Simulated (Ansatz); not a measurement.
# Convergence of a linear-scaling basis for random alloy of the diamond Si-C (dilute carbon) line, x = 0.0938 (64 atoms), part 2 of 2

Aim: test how closely localised support functions follow the reference on random alloy of the diamond Si-C (dilute carbon) line, x = 0.0938 (64 atoms), and at what cost. A setting counts as converged where the r.m.s. difference of forces stays under 1 % of the r.m.s. force.

Ansatz 0.2.0; Kohn-Sham DFT, PBE, PAW (set soft_2), plane waves.

The cell: 58 Si and 6 C. The host structure and its lattice constant were typed by rule, without a check against the phase diagram. The Brillouin zone is sampled at Γ only, in a cell whose shortest periodic width is 11 Å.

So far. Step 12 (Support functions medium, radius 5.97 Å): Forces differ from the reference by 0.085 meV/Å r.m.s., 0.0082 % of their size, well within a tolerance of 1 %. It took 16 times the reference's time (shared host, so rough). The two runs also began from different starting densities, which bears on cycles and time.

**15. The first run in detail (continued)**

Electrostatic potential energy in the ac plane at fractional y = 0.000, with atoms of Si and C within 0.2 Å of it. With pseudopotentials it is smooth inside the atoms' cores, unlike the true potential.

Ten even steps from '0' (-52 eV) to '9' (10 eV), each cell a mean:
```
026899999999841026899999999851
568999999999976568999999999986
999999999999999899999999999999
999999999999999999999888899999
999999745899999999997423689999
999998200699999999986100389999
999998412799999999986201489999
999999988999999999998756899999
999999999999999999999999999999
889999999999988789999999999988
247999999999863247999999999863
015899999999830016899999999840
026899999999841026999999999851
568999999999986578999999999986
999999999999999999999999999999
999999999999999999999888899999
999999745899999999998533689999
999998300699999999986100389999
999998412799999999986200489999
999999988999999999998655789999
999999999999999999999989999999
889999999999988889999999999988
247999999999863348999999999874
015899999999830016899999999840
```
Columns run along a (10.6 Å; values clipped at the 3rd and 97th percentile), rows up along c (10.6 Å). Atoms in or near the plane, at fractional coordinates: Si at (0.00, 0.00), C at (0.25, 0.25), Si at (0.00, 0.50), C at (0.25, 0.75), Si at (0.50, 0.00), Si at (0.75, 0.25), Si at (0.50, 0.50), Si at (0.75, 0.75).

Mean Löwdin charges: C -0.59, Si +0.10 e (they miss 0.96 % of the electrons, so they add up to more than the cell's charge). Within 0.4 eV of the Fermi level the largest share is Si p (75 % of the projected weight).

**16. Local order**

These statistics describe the geometry on which the runs were made.

Density 2.38 g/cm³, 18.51 Å³ an atom.

Pair distribution functions g(r), in bins of 0.1 Å:

| r (Å) | total | Si-Si | Si-C | C-C |
| --- | --- | --- | --- | --- |
| 2.05 | 0.00 | 0.00 | 0.00 | 0.00 |
| 2.15 | 0.10 | 0.12 | 0.00 | 0.00 |
| 2.25 | 6.87 | 6.95 | 6.33 | 10.10 |
| 2.35 | 4.25 | 4.14 | 4.99 | 0.00 |
| 2.45 | 0.00 | 0.00 | 0.00 | 0.00 |
| 2.55 | 0.00 | 0.00 | 0.00 | 0.00 |
| 2.65 | 0.00 | 0.00 | 0.00 | 0.00 |
| 2.75 | 0.00 | 0.00 | 0.00 | 0.00 |
| 2.85 | 0.00 | 0.00 | 0.00 | 0.00 |
| 2.95 | 0.00 | 0.00 | 0.00 | 0.00 |
| 3.05 | 0.00 | 0.00 | 0.00 | 0.00 |
| 3.15 | 0.00 | 0.00 | 0.00 | 0.00 |
| 3.25 | 0.00 | 0.00 | 0.00 | 0.00 |
| 3.35 | 0.00 | 0.00 | 0.00 | 0.00 |
| 3.45 | 0.00 | 0.00 | 0.00 | 0.00 |
| 3.55 | 0.00 | 0.00 | 0.00 | 0.00 |
| 3.65 | 0.72 | 0.62 | 1.20 | 0.00 |
| 3.75 | 11.80 | 11.90 | 11.00 | 14.90 |
| 3.85 | 0.16 | 0.15 | 0.18 | 0.00 |
| 3.95 | 0.00 | 0.00 | 0.00 | 0.00 |
| 4.05 | 0.00 | 0.00 | 0.00 | 0.00 |
| 4.15 | 0.00 | 0.00 | 0.00 | 0.00 |
| 4.25 | 0.00 | 0.00 | 0.00 | 0.00 |
| 4.35 | 6.41 | 6.49 | 6.25 | 2.74 |
| 4.45 | 2.77 | 2.63 | 3.59 | 0.00 |
| 4.55 | 0.00 | 0.00 | 0.00 | 0.00 |
| 4.65 | 0.00 | 0.00 | 0.00 | 0.00 |
| 4.75 | 0.00 | 0.00 | 0.00 | 0.00 |
| 4.85 | 0.00 | 0.00 | 0.00 | 0.00 |
| 4.95 | 0.00 | 0.00 | 0.00 | 0.00 |
| 5.05 | 0.00 | 0.00 | 0.00 | 0.00 |
| 5.15 | 0.00 | 0.00 | 0.00 | 0.00 |
| 5.25 | 2.15 | 2.16 | 2.05 | 3.80 |
| 5.35 | 1.01 | 1.05 | 0.67 | 3.66 |
| 5.45 | 0.00 | 0.00 | 0.00 | 0.00 |
| 5.55 | 0.00 | 0.00 | 0.00 | 0.00 |
| 5.65 | 0.06 | 0.03 | 0.17 | 0.00 |
| 5.75 | 4.84 | 4.93 | 4.57 | 1.57 |
| 5.85 | 0.42 | 0.33 | 0.80 | 1.54 |
| 5.95 | 0.00 | 0.00 | 0.00 | 0.00 |
| 6.05 | 0.00 | 0.00 | 0.00 | 0.00 |
| 6.15 | 0.00 | 0.00 | 0.00 | 0.00 |
| 6.25 | 0.00 | 0.00 | 0.00 | 0.00 |
| 6.35 | 0.00 | 0.00 | 0.00 | 0.00 |

Local excerpt of 17 atoms (numbers count through the whole input) about Si24, which bears the longest force; x, y, z are measured from there.

| atom | x | y | z | distance (Å) | Löwdin charge (e) | Fx | Fy | Fz (eV/Å) |
| --- | --- | --- | --- | --- | --- | --- | --- | --- |
| Si24 | 0.00 | 0.00 | 0.00 | 0.00 | 0.39 | 0.89 | 0.96 | 4.11 |
| Si23 | -1.27 | -1.26 | -1.27 | 2.20 | 0.02 | -0.70 | -0.79 | -0.80 |
| C5 | -1.30 | 1.34 | 1.36 | 2.31 | -0.64 | 0.20 | -0.05 | -0.07 |
| Si33 | 1.34 | 1.35 | -1.32 | 2.32 | 0.01 | -0.16 | -0.15 | 0.58 |
| C51 | 1.34 | -1.34 | 1.35 | 2.33 | -0.64 | -0.05 | 0.16 | -0.06 |
| Si30 | 0.04 | -2.61 | -2.61 | 3.70 | 0.04 | -0.27 | 0.00 | -0.01 |
| Si28 | -2.62 | 0.03 | -2.63 | 3.71 | 0.25 | 2.06 | 1.57 | -1.84 |
| Si22 | 0.02 | -2.61 | 2.65 | 3.72 | 0.41 | 3.97 | -0.12 | -0.12 |
| Si18 | -2.62 | -2.64 | 0.00 | 3.72 | 0.03 | -0.02 | 0.79 | 0.08 |
| Si20 | -2.60 | 0.03 | 2.67 | 3.73 | 0.23 | 1.78 | 1.64 | -1.96 |
| Si50 | 2.69 | -2.61 | 0.02 | 3.75 | 0.23 | -2.01 | 1.63 | 1.57 |
| Si6 | 0.01 | 2.67 | 2.64 | 3.75 | 0.40 | 0.08 | -0.13 | -2.98 |
| Si60 | 2.67 | 0.04 | -2.64 | 3.75 | 0.04 | 0.19 | -0.42 | 0.38 |
| Si14 | 0.04 | 2.67 | -2.65 | 3.76 | 0.24 | -2.01 | -1.29 | -1.70 |
| Si2 | -2.64 | 2.69 | -0.04 | 3.77 | 0.21 | 2.05 | -1.62 | 1.87 |
| Si34 | 2.69 | 2.67 | 0.03 | 3.78 | 0.23 | -2.28 | 2.03 | 1.07 |
| Si52 | 2.72 | 0.04 | 2.65 | 3.80 | 0.23 | -2.25 | -1.77 | -1.36 |

**17. Results**

* free energy per atom: -599.2951 eV/atom
* density: 2.384 g/cm³
* pressure: 3.706 GPa
* r.m.s. force component: 1.033 eV/Å
* gap (highest filled to lowest empty level): 0.3569 eV
* wall time of the 11 DFT runs: 9.2 min

In words: Against plane waves at 750 eV, the forces differ by 0.075 meV/Å (0.0073 %) with support functions medium, and by 0.01 meV/Å in the closest run (support functions high). At 64 atoms the fastest of the runs at a preset level, support functions low, takes 4.3 times the time of plane waves, in 10 SCF cycles against 9. Differences between support functions and plane waves include what basis error the plane-wave run still has. As the radius goes from 3.86 to 5.97 Å, the force difference goes from 0.17 to 0.085 meV/Å (not steadily; the least is 0.052 at 4.78 Å), and the time from 28 s to 99 s.

The highest filled and lowest empty levels differ by 0.357 eV at Γ alone; the mesh holds the band edges only if they fold onto it, so the gap at this level can be narrower or closed, while semilocal functionals tend to narrow gaps against experiment.

Caveats: The geometry was built by rule, was displaced at random and isn't relaxed at this level: its force components are 1.0 eV/Å r.m.s. The pressure of 3.7 GPa belongs to a cell and atoms that aren't relaxed at this level.

[Logs are printed without paths, hosts, clocks, repeated set-up lines and the standing remarks that a program may print on its own settings, such as how far it seeks lower states.]

[Hosts, paths, dates, database ids (printed as entryN), source tags and the programs' standing remarks are cut or masked in the printed files.]
